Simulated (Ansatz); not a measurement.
Si3N4 (Fd-3m), computed twice by G0W0.

It takes space group Fd-3m (No. 227, cubic). Conventional cell: a = 7.787 Å, b = 7.787 Å, c = 7.787 Å, α = 90.00°, β = 90.00°, γ = 90.00°. Si has 6 N at 1.89 Å nearest. Nearest to Si lie 4 N at 1.79 Å. Nearest to N lie 4 Si at 1.79 to 1.89 Å. Farther neighbours and most contacts between anions are not listed.

```xyz
14
Lattice="0.0000 3.8937 3.8937 3.8937 0.0000 3.8937 3.8937 3.8937 0.0000" Properties=species:S:1:pos:R:3 pbc="T T T"
Si    2.9203    2.9203    0.9734
Si    2.9203    0.9734    2.9203
Si    0.9734    2.9203    2.9203
Si    0.9734    0.9734    0.9734
Si    5.8406    5.8406    5.8406
Si    3.8937    3.8937    3.8937
N     2.8624    2.8624    2.8624
N     6.8719    4.8092    4.8092
N     4.8092    4.8092    6.8719
N     4.8092    6.8719    4.8092
N     4.9251    4.9251    2.8624
N     4.9251    2.8624    4.9251
N     6.8719    6.8719    6.8719
N     2.8624    4.9251    4.9251
```

The cell and positions are those that the Materials Project relaxed with its own functionals (PBE, PBE+U or r2SCAN), kept fixed. This is not the form that Si3N4 usually takes at ambient conditions. PAW set soft_2, made with PBE.

The first (Ansatz 0.2.0; start PBE, 4×4×4 mesh, 252 empty bands, screening to 96 eV, plasmon pole; 1 × NVIDIA GB200 (shared by 2 runs) with 24 threads of Arm Neoverse V2, shared host) gave, on its mesh: starting gap 3.37 eV, G0W0 gap 4.49 eV, RPA ε∞ (mean) 5.14, 3.2 s.

Q: The second changes start from PBE to PBEsol and frequency model from plasmon pole to contour deformation. What does it give?

It gave: starting gap 3.25 eV, G0W0 gap 4.55 eV, RPA ε∞ (mean) 5.25, 2.5 s. The G0W0 gap moves by +0.06 eV, −0.12 eV from the start and +0.18 eV from the correction. Σc changes by −0.05 eV at the valence top and −0.03 eV at the conduction bottom, and Σx − Vxc between them by +0.17 eV.

Limits: not at the basis limit.

[Paths, hosts, dates, memory and timing lines, banners, echoed tables and standing remarks are left out of the program output.]

[Logs are printed without paths, hosts, clocks, repeated set-up lines and the standing remarks that a program may print on its own settings, such as how far it seeks lower states.]

[Runs of the session that timed out or met a known fault of the program may be left out.]

[Cells called generated may have been cut or substituted from an entry of the Crystallography Open Database or the Materials Project.]

[Hosts, paths, dates, database ids (printed as entryN), source tags and the programs' standing remarks are cut or masked in the printed files.]
